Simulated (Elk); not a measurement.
# ScNi4Au: which magnetic order is lowest, part 2 of 3

Aim: find out whether ScNi4Au carries moments, and which collinear order costs least.

Elk 11.2.3 (patched build); LDA (Perdew-Wang); all-electron APW+lo, Dirac cores, scalar-relativistic bands.

So far. Step 2 (Run 1 (ferro ++++)): After 26 cycles the largest moment is only 0.117 μB.

## (3) Start 2: antiferro ++--

Another pattern of signs weighs the neighbour shells otherwise.

Contents of elk.in:

```
tasks
  0

xctype
  3

rgkmax
  7.0

nempty
  8

swidth
  0.002

reducebf
  0.5

epsengy
  1e-05

maxscl
  100

lmaxi
  3

stype
  0

spincore
  .true.

gmaxvr
  16.0

spinpol
  .true.

sppath
  './'

avec
  0.00000000000 6.39529238518 6.39529238518
  6.39529238518 0.00000000000 6.39529238518
  6.39529238518 6.39529238518 0.00000000000

atoms
  3
  'Sc.in'
  1
  0.7500000000 0.7500000000 0.7500000000   0.000000 0.000000 0.000000
  'Ni.in'
  4
  0.1254022800 0.1254022800 0.1254022800   0.000000 0.000000 -0.075000
  0.1254022800 0.1254022800 0.6237931600   0.000000 0.000000 -0.075000
  0.1254022800 0.6237931600 0.1254022800   0.000000 0.000000 0.075000
  0.6237931600 0.1254022800 0.1254022800   0.000000 0.000000 0.075000
  'Au.in'
  1
  0.5000000000 0.5000000000 0.5000000000   0.000000 0.000000 0.000000

ngridk
  6 6 6
```

The run is started by

```sh
$ OMP_NUM_THREADS=4 elk
```

Numbers of over 12 decimals in the logs are rounded to 6 here.

Log:

```text
Warning(init1): few empty states an atom for a second variation :    8.000000000
 they are its basis, with spin, DFT+U, afieldc (12 by default), in Hartree-Fock and RDMFT; 30 and more for pressures
Info(gndstate): no moment of its own; a second start begins; STATE.OUT holds the state before
Info(gndstate): the second start gave no lower state; one of another order, or behind a
 stronger field, isn't excluded
Warning(gndstate): core states of species 2 leak from the muffin-tin :   0.7245934325E-03

--- INFO.OUT ---
┌─────────────────────────┐
│ Elk code version 11.2.3 │
└─────────────────────────┘

All units are atomic (Hartree, Bohr, etc.)

┌─────────────────────────────────────────────────┐
│ Ground-state run starting from atomic densities │
└─────────────────────────────────────────────────┘

Lattice vectors :
   0.000000000       6.395292385       6.395292385
   6.395292385       0.000000000       6.395292385
   6.395292385       6.395292385       0.000000000

Species : 1 (Sc)
 parameters loaded from : Sc.in
 name : scandium
 nuclear charge    :   -21.00000000
 electronic charge :    21.00000000
 atomic mass :    81949.61073
 muffin-tin radius :    2.400000000
 number of radial points in muffin-tin :    497
 inner part over the whole radius :   0.9745053643E-02
 number on inner part of muffin-tin    :    349
 approximate nuclear radius :   0.6711386133E-04
 number of mesh points to nuclear radius :    162
 atomic positions (lattice), magnetic fields (Cartesian) :
  1 :   0.00000000  0.00000000  0.00000000    0.00000000  0.00000000  0.00000000

Species : 2 (Ni)
 parameters loaded from : Ni.in
 name : nickel
 nuclear charge    :   -28.00000000
 electronic charge :    28.00000000
 atomic mass :    106991.5231
 muffin-tin radius :    2.228800617
 number of radial points in muffin-tin :    497
 inner part over the whole radius :   0.9848828303E-02
 number on inner part of muffin-tin    :    350
 approximate nuclear radius :   0.7325707712E-04
 number of mesh points to nuclear radius :    169
 atomic positions (lattice), magnetic fields (Cartesian) :
  1 :   0.37540228  0.37540228  0.37540228    0.00000000  0.00000000 -0.07500000
  2 :   0.37540228  0.37540228  0.87379316    0.00000000  0.00000000 -0.07500000
  3 :   0.37540228  0.87379316  0.37540228    0.00000000  0.00000000  0.07500000
  4 :   0.87379316  0.37540228  0.37540228    0.00000000  0.00000000  0.07500000

Species : 3 (Au)
 parameters loaded from : Au.in
 name : gold
 nuclear charge    :   -79.00000000
 electronic charge :    79.00000000
 atomic mass :    359048.0562
 muffin-tin radius :    2.800000000
 number of radial points in muffin-tin :    697
 inner part over the whole radius :   0.9813084931E-02
 number on inner part of muffin-tin    :    500
 approximate nuclear radius :   0.1033733540E-03
 number of mesh points to nuclear radius :    262
 atomic positions (lattice), magnetic fields (Cartesian) :
  1 :   0.75000000  0.75000000  0.75000000    0.00000000  0.00000000  0.00000000

Total number of atoms per unit cell :    6
Total muffin-tin volume :    335.3659941
 ratio of muffin-tin to unit cell volume :   0.6410734833

Spin treatment :
 spin-polarised
 spin-polarised core states
 global magnetic field (Cartesian) :    0.000000000       0.000000000       0.000000000
 collinear magnetisation in z-direction

Number of Bravais lattice symmetries :   48
Number of crystal symmetries         :    8
Crystal has no inversion symmetry
Complex Hermitian eigensolver will be used

k-point grid :      6     6     6
k-point offset :    0.000000000       0.000000000       0.000000000
k-point set is reduced with full crystal symmetry group
Total number of k-points :       41

Muffin-tin radius times maximum |G+k| :    7.000000000
 using average radius
Maximum |G+k| for APW functions       :    2.975515236
Maximum (1/2)|G+k|²                   :    4.426845459
Maximum |G| for potential and density :    16.00000000
Constant for pseudocharge density :   11
 order of it for each species :   18  18  18
 order of it for pair densities of each species (exact exchange by exxq0 0: 18) :   10   8  14
Radial integration step length :    1

G-vector grid sizes :     48    48    48
Number of G-vectors :    36085

Maximum angular momentum used for
 APW functions            :    8
 outer part of muffin-tin :    6
 inner part of muffin-tin :    3

Number of empty states         :     48
Total number of valence states :    204
Total number of core states    :    106

Third-order local-orbitals added for an l without core states : T
Total number of local-orbitals :    144

Exchange-correlation functional :      3     0     0
 Perdew-Wang/Ceperley-Alder, Phys. Rev. B 45, 13244 (1992)
 gradient requirement :    0
 local density approximation (LDA)

Smearing type :    0
 Gaussian
Smearing width :   0.2000000000E-02
Effective electronic temperature (K) :    631.5500496

Mixing type :    3
 Broyden mixing, J. Phys. A: Math. Gen. 17, L317 (1984)

Kohn-Sham potential initialised from atomic data

┌──────────────────────────────┐
│ Self-consistent loop started │
└──────────────────────────────┘

┌─────────────────┐
│ Loop number : 1 │
└─────────────────┘

Energies :
 Fermi                       :     0.172159
 sum of occupied eigenvalues :     -15655.058830560
 electron kinetic            :      28797.856928247
 core electron kinetic       :      27225.380993768
 Coulomb                     :     -54032.715561824
 Coulomb potential           :     -43636.850076367
 nuclear-nuclear             :     -2807.6092695685
 electron-nuclear            :     -58895.125001720
 Hartree                     :      7670.0187094636
 Madelung                    :     -32214.290523641
 xc potential                :     -815.90318297076
 xc effective B-field        :    -0.31864335165715E-01
 external B-field            :      0.000000
 exchange                    :     -617.51661202733
 correlation                 :     -19.823209223695
 electron entropic           :    -0.17613325242488E-03
 total energy                :     -25872.198630961
 (external B-field energy excluded from total)

Density of states at Fermi energy :    88.06662621
 (states/Hartree/unit cell)

Estimated indirect band gap :   0.9555608417E-03
 from k-point 17 to k-point 29
Estimated direct band gap   :   0.2447265552E-02
 at k-point 14

Charges :
 core                        :    106.0000000
 valence                     :    106.0000000
 interstitial                :    6.348527557
 muffin-tins (core leakage)
  species : 1 (Sc)
   atom 1                    :    18.85964453     ( -0.3512493468E-05)
  species : 2 (Ni)
   atom 1                    :    27.68710658     (  0.7256837501E-03)
   atom 2                    :    27.68710658     (  0.7256837501E-03)
   atom 3                    :    27.68710658     (  0.7256837501E-03)
   atom 4                    :    27.68710658     (  0.7256837501E-03)
  species : 3 (Au)
   atom 1                    :    76.04340158     (  0.1103922148E-03)
 total in muffin-tins        :    205.6514724
 total calculated charge     :    211.9950240
 total charge                :    212.0000000
 error                       :   0.4976024064E-02

Moments :
 interstitial                :   0.1034180244E-15
 muffin-tins
  species : 1 (Sc)
   atom 1                    :    0.000000000
  species : 2 (Ni)
   atom 1                    :   0.5853526129
   atom 2                    :   0.5853526129
   atom 3                    :  -0.5853526129
   atom 4                    :  -0.5853526129
  species : 3 (Au)
   atom 1                    :    0.000000000
 total in muffin-tins        :    0.000000000
 total moment                :   0.1034180244E-15

[... earlier loops left out ...]

┌──────────────────┐
│ Loop number : 42 │
└──────────────────┘

Energies :
 Fermi                       :     0.289322
 sum of occupied eigenvalues :     -15640.353033441
 electron kinetic            :      28805.598018456
 core electron kinetic       :      27227.692858986
 Coulomb                     :     -54042.361257458
 Coulomb potential           :     -43601.624456359
 nuclear-nuclear             :     -2807.6092695685
 electron-nuclear            :     -58951.023281755
 Hartree                     :      7716.2712938653
 Madelung                    :     -32241.549029279
 xc potential                :     -844.32659553751
 xc effective B-field        :    -0.32840921384760E-09
 external B-field            :      0.000000
 exchange                    :     -616.98183801168
 correlation                 :     -19.808611652370
 electron entropic           :    -0.40436017146328E-03
 total energy                :     -25873.554093027
 (external B-field energy excluded from total)

Density of states at Fermi energy :    202.1800857
 (states/Hartree/unit cell)

Estimated indirect band gap :   0.1397380762E-02
 from k-point 36 to k-point 27
Estimated direct band gap   :   0.8565174252E-02
 at k-point 7

Charges :
 core                        :    106.0000000
 valence                     :    106.0000000
 interstitial                :    6.269524383
 muffin-tins (core leakage)
  species : 1 (Sc)
   atom 1                    :    19.18957296     ( -0.3512600273E-05)
  species : 2 (Ni)
   atom 1                    :    27.00839052     (  0.7245934325E-03)
   atom 2                    :    27.00839052     (  0.7245934325E-03)
   atom 3                    :    27.00839052     (  0.7245934325E-03)
   atom 4                    :    27.00839052     (  0.7245934325E-03)
  species : 3 (Au)
   atom 1                    :    78.50734056     (  0.9278698780E-04)
 total in muffin-tins        :    205.7304756
 total calculated charge     :    211.9948370
 total charge                :    212.0000000
 error                       :   0.5163022934E-02

Moments :
 interstitial                :   0.1775475056E-19
 muffin-tins
  species : 1 (Sc)
   atom 1                    :    0.000000000
  species : 2 (Ni)
   atom 1                    :   0.5668765649E-04
   atom 2                    :   0.5668765649E-04
   atom 3                    :  -0.5668765649E-04
   atom 4                    :  -0.5668765649E-04
  species : 3 (Au)
   atom 1                    :    0.000000000
 total in muffin-tins        :    0.000000000
 total moment                :   0.1775475056E-19

┌──────────────────────────────┐
│ Self-consistent loop stopped │
└──────────────────────────────┘

Warning : core states of species 2 leak from the muffin-tin :   0.7245934325E-03

Wrote STATE.OUT
```

Elapsed: 11 min, on 4 threads of Arm Neoverse V1, shared host; peak memory 0.64 GiB.

The moments died away, and this build then starts once more from a stronger push, within the same count of loops. That gave no lower state.

Spin moment in the muffin-tin sphere by atom:

| atom | spin moment in the muffin-tin sphere (μB) |
| --- | --- |
| Sc1 | 0.0000 |
| Ni2 | 0.0001 |
| Ni3 | 0.0001 |
| Ni4 | -0.0001 |
| Ni5 | -0.0001 |
| Au6 | 0.0000 |

Read from the output:

```
final state : non-magnetic
```

It lies 0.181 meV a seeded atom over the first start.

## (4) Order 3, typed as no spin polarisation

A run without seeds gives the energy of the state without moments.

Contents of elk.in:

```
tasks
  0

xctype
  3

rgkmax
  7.0

nempty
  8

swidth
  0.002

epsengy
  1e-05

maxscl
  100

lmaxi
  3

stype
  0

spincore
  .true.

gmaxvr
  16.0

sppath
  './'

avec
  0.00000000000 6.39529238518 6.39529238518
  6.39529238518 0.00000000000 6.39529238518
  6.39529238518 6.39529238518 0.00000000000

atoms
  3
  'Sc.in'
  1
  0.7500000000 0.7500000000 0.7500000000   0.000000 0.000000 0.000000
  'Ni.in'
  4
  0.1254022800 0.1254022800 0.1254022800   0.000000 0.000000 0.000000
  0.1254022800 0.1254022800 0.6237931600   0.000000 0.000000 0.000000
  0.1254022800 0.6237931600 0.1254022800   0.000000 0.000000 0.000000
  0.6237931600 0.1254022800 0.1254022800   0.000000 0.000000 0.000000
  'Au.in'
  1
  0.5000000000 0.5000000000 0.5000000000   0.000000 0.000000 0.000000

ngridk
  6 6 6
```

The run is started by

```sh
$ OMP_NUM_THREADS=4 elk
```

Log:

```text
Warning(init1): few empty states an atom for a second variation :    8.000000000
 they are its basis, with spin, DFT+U, afieldc (12 by default), in Hartree-Fock and RDMFT; 30 and more for pressures
Warning(gndstate): core states of species 2 leak from the muffin-tin :   0.7245930028E-03

--- INFO.OUT ---
┌─────────────────────────┐
│ Elk code version 11.2.3 │
└─────────────────────────┘

All units are atomic (Hartree, Bohr, etc.)

┌─────────────────────────────────────────────────┐
│ Ground-state run starting from atomic densities │
[...]
species : 1 (Sc)
   atom 1                    :   0.1592160512E-14
  species : 2 (Ni)
   atom 1                    :   0.3252369370E-14
   atom 2                    :   0.3252369370E-14
   atom 3                    :   0.3252369370E-14
   atom 4                    :   0.3252369370E-14
  species : 3 (Au)
   atom 1                    :   0.3809085381E-14
 total in muffin-tins        :   0.1841072337E-13
 total moment                :   0.2004664412E-13

┌──────────────────────────────┐
│ Self-consistent loop stopped │
└──────────────────────────────┘

Warning : core states of species 2 leak from the muffin-tin :   0.7245930028E-03

Wrote STATE.OUT

[key lines of the parts left out:]
total energy                :     -25873.554084638
```

Elapsed: 3 min, on 4 threads; peak memory 0.61 GiB; 11 min of CPU time.

The spin moment in the muffin-tin sphere vanishes on all atoms.

Read from the output:

| Property | Result |
| --- | --- |
| final state | non-magnetic |

It lies 0.238 meV a seeded atom over the first start.

(Part 2 of 3 ends here.)

[Logs and program files are shortened in this print: banners, set-up blocks, solver, clock and traceback lines can be left out without a mark of their own.]

[Logs are printed without paths, hosts, clocks, repeated set-up lines and the standing remarks that a program may print on its own settings, such as how far it seeks lower states.]

[Hosts, paths, dates, database ids (printed as entryN), source tags and the programs' standing remarks are cut or masked in the printed files.]

[Where a cell is said to come from a database of computed structures, the database is the Materials Project.]
